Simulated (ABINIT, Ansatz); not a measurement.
# CaC2 (Pnnm): G0W0 with ABINIT, start to end, part 2 of 2

Aim: the G0W0 gap of CaC2 (Pnnm) on PBEsol, step by step.

ABINIT 10.8.3; PBEsol and many-body steps on it, plane waves. Known limits of the many-body steps: not at the basis limit; coarse k mesh.

So far. Step 2 (Ground state): The gap is indirect, with the least direct gap 0.35 eV higher. Step 3 (Empty states on the mesh, 4×2×4 mesh, 272 bands): On this mesh the gap is 2.775 eV.

### Step 4. Screening, 4×2×4 mesh, 248 bands, screening to 217.7 eV

The RPA dielectric matrix is built and inverted for each q.

This step: RPA screening on PBEsol, plane waves, norm-conserving pseudopotentials.

run.abi

```
acell 3*1.0 Angstrom
rprim 
  4.407233000000 0.000000000000 0.000000000000
  0.000000000000 5.904349000000 0.000000000000
  0.000000000000 0.000000000000 3.897343000000
ntypat 2
znucl 20 6
natom 6
typat 1 1 2 2 2 2
xred 
  -0.000000000000 -0.000000000000 0.000000000000
  0.500000000000 0.500000000000 0.500000000000
  0.886657000000 0.564468000000 0.000000000000
  0.613343000000 0.064468000000 0.500000000000
  0.386657000000 0.935532000000 0.500000000000
  0.113343000000 0.435532000000 0.000000000000
pp_dirpath "pseudos"
pseudos "Ca.upf, C.upf"
ecut 37
ngkpt 4 2 4
nshiftk 1
shiftk 0 0 0
kptopt 1
chksymbreak 0
istwfk *1
occopt 1
irdwfk 1
optdriver 3
nband 248
ecuteps 8
inclvkb 2
awtr 1
symchi 1
indata_prefix "in"
outdata_prefix "out"
tmpdata_prefix "tmp"
```

Started as:

```console
$ OMP_NUM_THREADS=1 mpirun -n 8 abinit run.abi > log
```

Numbers of over 12 decimals in the logs are rounded to 6 here.

The log of the run:

```text
.Version 10.8.3 of ABINIT. v10.8.2 released Aug 2026.

 Symmetries : space group Pn n m (# 58); Bravais oP (primitive ortho.)
[... echo of the input left out ...]
== DATASET  1 ==================================================================
-   mpi_nproc: 8, omp_nthreads: 1 (-1 if OMP is not activated)

--- !DatasetInfo
iteration_state: {dtset: 1, }
dimensions: {natom: 6, nkpt: 18, mband: 248, nsppol: 1, nspinor: 1, nspden: 1, mpw: 7400, }
cutoff_energies: {ecut:  37.0, pawecutdg:  -1.0, }
electrons: {nelect:   3.60000000E+01, charge:   0.00000000E+00, occopt:   1.00000000E+00, tsmear:   1.00000000E-02, }

 SCREENING: Calculation of the susceptibility and dielectric matrices

 Based on a program developped by R.W. Godby, V. Olevano, G. Onida, and L. Reining.
 Incorporated in ABINIT by V. Olevano, G.-M. Rignanese, and M. Torrent.
.Using double precision arithmetic ; gwpc =  8

[... cell and pseudopotentials left out ...]
--------------------------------------------------------------------------------

 ==== K-mesh for the wavefunctions ====
 Number of points in the irreducible wedge :    18
[... list of points left out ...]
 Together with  8 symmetry operations and time-reversal symmetry
 yields    32 points in the full Brillouin Zone.

 ==== Q-mesh for the screening function ====
 Number of points in the irreducible wedge :    18
[... list of points left out ...]
 Together with  8 symmetry operations and time-reversal symmetry
 yields    32 points in the full Brillouin Zone.

 setmesh: FFT mesh size selected  =    36x   48x   30
          total number of points  =        51840

 vcoul_init : cutoff-mode = AUXILIARY_FUNCTION
 q-points for optical limit:   1
     1)      0.000010    0.000020    0.000030

- screening: taking advantage of time-reversal symmetry
- Maximum band index for partially occupied states nbvw = 18
- Remaining bands to be divided among processors   nbcw = 230
- Number of bands treated by each node ~28

 Number of electrons calculated from density =   36.0000; Expected =   36.0000
 average of density, n =  0.052602
 r_s =    1.6557
 omega_plasma =   22.1236 [eV]

 calculating chi0 at frequencies [eV] :
  1    0.000000E+00    0.000000E+00
  2    0.000000E+00    2.212357E+01

--------------------------------------------------------------------------------
  q-point number  1        q = ( 0.000000, 0.000000, 0.000000) [r.l.u.]
--------------------------------------------------------------------------------
[... chi0 elements left out ...]
 For q-point:  0.000010 0.000020 0.000030
  dielectric constant =   3.4074
  dielectric constant without local fields =   4.0149

  Average fulfillment of the sum rule on Im[epsilon] for q-point    1 :     77.78  [%]
[... wings left out ...]
  q-point number  2        q = ( 0.250000, 0.000000, 0.000000) [r.l.u.]
--------------------------------------------------------------------------------
[... chi0 elements left out ...]
  Average fulfillment of the sum rule on Im[epsilon] for q-point    2 :     82.75  [%]

 [... 16 further q-points ...]
```

Elapsed: 18 min, on 8 MPI ranks of Intel Xeon Platinum 8375C at 2.90GHz (Ice Lake), shared host; peak memory 7 GiB.

This step gave:

```
ε∞ with local fields, on this mesh, along the program's q direction : 3.407
the same without local fields                                       : 4.015
plasma frequency                                                    : 22.12 eV
plane waves in the screening matrix                                 : 737
```

Local fields lower ε∞ by 15 %. On a Γ-centred mesh this coarse the value itself is usually too large, while a short band sum pulls it down.

### Step 5. Self-energy, 4×2×4 mesh, 248 bands, screening to 217.7 eV

The self-energy is evaluated for the states that the input lists, and the levels follow from it, in one-shot runs by the linearised quasiparticle equation.

This step: G0W0 on PBEsol, plane waves, norm-conserving pseudopotentials.

Changes to run.abi since step 4:

```diff
@@ -27,8 +27,17 @@
 irdwfk 1
-optdriver 3
+optdriver 4
 nband 248
+gwcalctyp 0
+ecutsigx 37
+symsigma 1
+nkptgw 2
+kptgw 
+  0.5000000000 0.0000000000 0.0000000000
+  0.0000000000 0.0000000000 0.0000000000
+bdgw 
+  17 20
+  17 20
 ecuteps 8
-inclvkb 2
-awtr 1
-symchi 1
+irdscr 1
+ppmodel 1
 indata_prefix "in"
```

The log of the run:

```text
.Version 10.8.3 of ABINIT. v10.8.2 released Aug 2026.

 Symmetries : space group Pn n m (# 58); Bravais oP (primitive ortho.)
[... echo of the input left out ...]
== DATASET  1 ==================================================================
-   mpi_nproc: 8, omp_nthreads: 1 (-1 if OMP is not activated)

--- !DatasetInfo
iteration_state: {dtset: 1, }
dimensions: {natom: 6, nkpt: 18, mband: 248, nsppol: 1, nspinor: 1, nspden: 1, mpw: 7400, }
cutoff_energies: {ecut:  37.0, pawecutdg:  -1.0, }
electrons: {nelect:   3.60000000E+01, charge:   0.00000000E+00, occopt:   1.00000000E+00, tsmear:   1.00000000E-02, }

 SIGMA: Calculation of the GW corrections

 Based on a program developped by R.W. Godby, V. Olevano, G. Onida, and L. Reining.
 Incorporated in ABINIT by V. Olevano, G.-M. Rignanese, and M. Torrent.
.Using double precision arithmetic ; gwpc =  8

[... cell and pseudopotentials left out ...]
--------------------------------------------------------------------------------

 ==== K-mesh for the wavefunctions ====
 Number of points in the irreducible wedge :    18
[... list of points left out ...]
 Together with  8 symmetry operations and time-reversal symmetry
 yields    32 points in the full Brillouin Zone.

 ==== Q-mesh for screening function ====
 Number of points in the irreducible wedge :    18
[... list of points left out ...]
 Together with  8 symmetry operations and time-reversal symmetry
 yields    32 points in the full Brillouin Zone.

 vcoul_init : cutoff-mode = AUXILIARY_FUNCTION
 q-points for optical limit:   1
     1)      0.000010    0.000020    0.000030
 setmesh: FFT mesh size selected  =    54x   72x   48
          total number of points  =       186624

 Number of electrons calculated from density =   36.0000; Expected =   36.0000
 average of density, n =  0.052602
 r_s =    1.6557
 omega_plasma =   22.1236 [eV]

 === KS Band Gaps ===
  >>>> For spin  1
   Minimum direct gap =   3.1257 [eV], located at k-point      :   0.0000  0.0000  0.0000
   Fundamental gap    =   2.7751 [eV], Top of valence bands at :   0.5000  0.0000  0.0000
                                       Bottom of conduction at :   0.0000  0.0000  0.0000
 SIGMA fundamental parameters:
 PLASMON POLE MODEL  1
 number of plane-waves for SigmaX                 7325
 number of plane-waves for SigmaC and W            737
 number of plane-waves for wavefunctions          7325
 number of bands                                   248
 number of independent spin polarizations            1
 number of spinorial components                      1
 number of k-points in IBZ                          18
 number of q-points in IBZ                          18
 number of symmetry operations                       8
 number of k-points in BZ                           32
 number of q-points in BZ                           32
 number of frequencies for dSigma/dE                 9
 frequency step for dSigma/dE [eV]                0.25
 number of omega for Sigma on real axis              0
 max omega for Sigma on real axis  [eV]           0.00
 zcut for avoiding poles [eV]                     0.10

 EPSILON^-1 parameters (SCR file):
 dimension of the eps^-1 matrix on file            737
 dimension of the eps^-1 matrix used               737
 number of plane-waves for wavefunctions          7325
 number of bands                                   248
 number of q-points in IBZ                          18
 number of frequencies                               2
 number of real frequencies                          1
 number of imag frequencies                          1

 matrix elements of self-energy operator (all in [eV])

 Perturbative Calculation

--- !SelfEnergy_ee
iteration_state: {dtset: 1, }
kpoint     : [   0.500,    0.000,    0.000, ]
spin       : 1
KS_gap     :    5.062
QP_gap     :    7.505
Delta_QP_KS:    2.443
data: !SigmaeeData |
     Band     E0 <VxcDFT>   SigX SigC(E0)      Z dSigC/dE  Sig(E)    E-E0       E
       17   2.203 -14.421 -18.132   2.509   0.775  -0.290 -15.353  -0.931   1.271
       18   2.203 -14.421 -18.132   2.509   0.775  -0.290 -15.353  -0.931   1.271
       19   7.265 -13.407  -7.571  -3.943   0.798  -0.252 -11.895   1.512   8.777
       20   7.265 -13.407  -7.571  -3.943   0.798  -0.252 -11.895   1.512   8.777

--- !SelfEnergy_ee
iteration_state: {dtset: 1, }
kpoint     : [   0.000,    0.000,    0.000, ]
spin       : 1
KS_gap     :    3.126
QP_gap     :    5.313
Delta_QP_KS:    2.187
data: !SigmaeeData |
     Band     E0 <VxcDFT>   SigX SigC(E0)      Z dSigC/dE  Sig(E)    E-E0       E
       17   1.602 -13.724 -16.646   1.586   0.782  -0.278 -14.769  -1.045   0.557
       18   1.852 -13.866 -16.668   1.509   0.782  -0.279 -14.876  -1.011   0.841
       19   4.978 -11.209  -6.434  -3.333   0.816  -0.225 -10.032   1.177   6.154
       20   5.606 -12.814  -7.405  -3.520   0.810  -0.235 -11.285   1.529   7.135

== END DATASET(S) ==============================================================
================================================================================

 -outvars: echo values of variables after computation  --------
           etotal      0.0000000000E+00
            nband         248
             nkpt          18
          spgroup          58
 [... the other variables as echoed above ...]

 Calculation completed.
```

The job ended after 3 min (8 MPI ranks; peak memory 9.6 GiB; 23 min of CPU time).

This step gave:

```yaml
g0w0_gap_on_the_points_computed: 4.883 eV
starting_gap_on_the_mesh: 2.775 eV
k_of_the_valence_top: 0.5, 0, 0
k_of_the_conduction_bottom: 0, 0, 0
z_at_the_valence_top: 0.775
z_at_the_conduction_bottom: 0.816
least_direct_g0w0_gap_on_the_computed_points: 5.313 eV
```

The gap on the mesh goes from 2.78 eV to 4.88 eV, a correction of +2.11 eV.

Limits: finite bands, cutoff and mesh; coarse k mesh. v1 is the top filled band, c1 the lowest empty one. The levels before and after the correction (eV, zero at the valence-band top of each column):

```csv
,conduction bottom,valence top
Kohn-Sham,2.78,0.00
G0W0,4.88,0.00
```

|  | level | energy (eV) |
| --- | --- | --- |
| Kohn-Sham | (0.5 0 0) v2-v1 | 0.000 |
| Kohn-Sham | (0.5 0 0) c1-c2 | 5.062 |
| Kohn-Sham | Γ v2 | -0.601 |
| Kohn-Sham | Γ v1 | -0.351 |
| Kohn-Sham | Γ c1 | 2.775 |
| Kohn-Sham | Γ c2 | 3.403 |
| G0W0 | (0.5 0 0) v2-v1 | 0.000 |
| G0W0 | (0.5 0 0) c1-c2 | 7.506 |
| G0W0 | Γ v2 | -0.714 |
| G0W0 | Γ v1 | -0.430 |
| G0W0 | Γ c1 | 4.883 |
| G0W0 | Γ c2 | 5.864 |

### Step 6. Where the time went

Times are wall times on 8 MPI ranks of Intel Xeon Platinum 8375C at 2.90GHz (Ice Lake), shared host, good to a factor of about two.

```csv
step,time,share,memory (GiB)
ground state,81 s,4 %,0.89
empty states on the mesh,8.6 min,28 %,1.3
screening,18 min,58 %,7.0
self-energy,3 min,10 %,9.6
```

### Step 7. Summary of results

```
PBEsol gap           : 2.78 eV, indirect
G0W0 gap on the mesh : 4.88 eV
GW settings          : 4×2×4 mesh, 248 bands, screening to 217.7 eV, Godby-Needs plasmon pole
known limits         : not at the basis limit; coarse k mesh
```

G0W0 moves the gap on the mesh from 2.78 eV to 4.88 eV (+2.11 eV), with Z of 0.78 and 0.82 at the edges. Local fields lower the RPA ε∞ on this mesh from 4.01 to 3.41; a Γ-centred mesh this coarse tends to raise both, most where the direct gap is narrow, while a short band sum lowers them. Only 2 of the mesh's irreducible points were corrected, so a valley elsewhere could overtake. The dearest step here is «screening». Bands and cutoff are finite, so the gap is not at the basis limit. The miss can reach some tenths of an eV and take either sign; the mesh is an error of its own. In the G0W0 run levels were corrected at 2 k points alone, so a gap called «on the mesh» is the least over those, and an edge elsewhere would be missed. The 4×2×4 mesh is coarse for this cell, which bears on the long-range parts of exchange and screening.

[Paths, hosts, dates, memory and timing lines, banners, echoed tables and standing remarks are left out of the program output.]

[Logs are printed without paths, hosts, clocks, repeated set-up lines and the standing remarks that a program may print on its own settings, such as how far it seeks lower states.]

[Runs of the session that timed out or met a known fault of the program may be left out.]

[Hosts, paths, dates, database ids (printed as entryN), source tags and the programs' standing remarks are cut or masked in the printed files.]

[G0W0 gaps are taken among the corrected bands and points alone; a level outside them can change the order at an edge.]

[Where Ansatz stands beside ABINIT at settings called matched, ABINIT's density can come from a denser mesh and the files from another edition; pairs whose starting gaps differed by over 0.03 eV were left out, so agreement reads better than it is.]
